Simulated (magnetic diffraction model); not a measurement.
# Which magnetic order? Yb3Sn4

Space group R-3 (no. 148), a = 14.4090 Å, c = 6.2540 Å.

| site | atom | x | y | z |
| --- | --- | --- | --- | --- |
| 18f | Yb | 0.6222 | 0.4992 | 0.1015 |
| 18f | Sn | 0.0611 | 0.6106 | 0.3948 |
| 3b | Sn | 0 | 0 | 1/2 |
| 3a | Sn | 0 | 0 | 0 |

The compound is invented for this exercise: a known structure type with other elements, its cell scaled to their sizes and not relaxed.

Only Yb is taken to order (form factors of Yb3+); orders and moment sizes are assumed, and not adapted to the symmetry. Radiation: neutrons of λ = 2.36 Å, 3° to 45°; isotropic B of 0.23 Å² (Yb) and 0.28 Å² (Sn). Simulated constant-wavelength pattern: nuclear and magnetic terms add, the magnetic one as |2.695 fm × Σ f S⊥ exp(2πi Q·r) exp(−B s²)|², summed over all Q at one angle with the factor 1/(sin²θ cos θ). For collinear order S is the moment m, which repeats by lattice and centring translations R with the sign exp(−2πi k·R). Free-ion form factors, Sears's scattering lengths of 1992, no absorption; a label names one of the reflections at its angle. The strongest nuclear line in the range is 100, and lines under 0.2 are left out.

Above the ordering temperature:

```tsv
2θ (°)	index	I
24.37	(1 0 1)	1.7
30.99	(0 2 1)	5.4
32.96	(3 0 0)	8.4
36.52	(2 1 1)	100.0
38.24	(2 2 0)	9.2
```

Below it (cell unchanged):

```csv
2θ (°),I
9.39,216.7
16.31,6.6
22.43,0.6
24.37,1.7
25.03,12.2
26.17,2.5
28.44,1.7
29.46,14.4
30.99,5.4
32.45,5.2
32.96,8.4
34.35,20.7
35.21,3.8
36.52,100.0
37.80,10.3
38.24,9.2
40.24,12.1
41.83,10.7
42.56,10.9
44.08,6.5
44.79,5.0
```

**Question.** Check that the new lines index with k = (1/2 1/2 0), then choose among these models:
A. collinear moments along [001], 2.3 μB on Yb; signs + at (0.6222, 0.4992, 0.1015), + at (0.5437, 0.7112, 0.4349), + at (0.8341, 0.7896, 0.7682), − at (0.0445, 0.8341, 0.2318), − at (0.1229, 0.6222, 0.8985), + at (0.8326, 0.5437, 0.5651)
B. collinear moments along [120], 2.3 μB on Yb; signs + at (0.6222, 0.4992, 0.1015), + at (0.5437, 0.7112, 0.4349), + at (0.8341, 0.7896, 0.7682), + at (0.0445, 0.8341, 0.2318), + at (0.1229, 0.6222, 0.8985), + at (0.8326, 0.5437, 0.5651)
C. collinear moments along [001], 2.3 μB on Yb; signs + at (0.6222, 0.4992, 0.1015), + at (0.5437, 0.7112, 0.4349), + at (0.8341, 0.7896, 0.7682), + at (0.0445, 0.8341, 0.2318), + at (0.1229, 0.6222, 0.8985), + at (0.8326, 0.5437, 0.5651)
D. collinear moments along [120], 2.3 μB on Yb; signs + at (0.6222, 0.4992, 0.1015), + at (0.5437, 0.7112, 0.4349), + at (0.8341, 0.7896, 0.7682), − at (0.0445, 0.8341, 0.2318), − at (0.1229, 0.6222, 0.8985), + at (0.8326, 0.5437, 0.5651)

The new lines index as (1/2 1/2 0) at 9.39°, (3/2 -3/2 0) at 16.31°, (1/2 -1/2 1) at 22.43° and (5/2 -1/2 0) at 25.03°, that is as H ± k with k = (1/2 1/2 0), one of 3 inequivalent arms of its star (k and −k counted as one), which a powder can't tell apart. Half indices mean that the moments reverse under translations with k·R a half-integer, and the magnetic cell has twice the primitive volume.

Magnetic intensity, observed (below minus above) and for each model:

| 2θ (°) | index | observed | A | B | C | D |
| --- | --- | --- | --- | --- | --- | --- |
| 9.39 | (1/2 1/2 0) | 216.7 | 251.9 | 54.2 | 216.7 | 63.0 |
| 25.03 | (5/2 -1/2 0) | 12.2 | 5.2 | 10.0 | 12.2 | <0.2 |
| 29.46 | (3/2 1/2 1) | 14.4 | 10.1 | 20.1 | 14.4 | 13.9 |
| 32.45 | (5/2 -3/2 1) | 5.2 | 16.7 | 8.4 | 5.2 | 30.0 |
| 34.35 | (7/2 -5/2 0) | 20.7 | 2.6 | 15.6 | 20.7 | 1.3 |
| 35.21 | (-5/2 5/2 1) | 3.8 | 17.5 | 5.3 | 3.8 | 24.3 |
| 41.83 | (7/2 1/2 0) | 10.7 | 16.9 | 3.5 | 10.7 | 10.8 |
| 44.08 | (9/2 -3/2 0) | 6.5 | 18.1 | 1.2 | 6.5 | 2.7 |

Model C matches.

The structure used: k = (1/2 1/2 0), collinear moments along [001], 2.3 μB on Yb; signs + at (0.6222, 0.4992, 0.1015), + at (0.5437, 0.7112, 0.4349), + at (0.8341, 0.7896, 0.7682), + at (0.0445, 0.8341, 0.2318), + at (0.1229, 0.6222, 0.8985), + at (0.8326, 0.5437, 0.5651).

[Logs are printed without paths, hosts, clocks, repeated set-up lines and the standing remarks that a program may print on its own settings, such as how far it seeks lower states.]
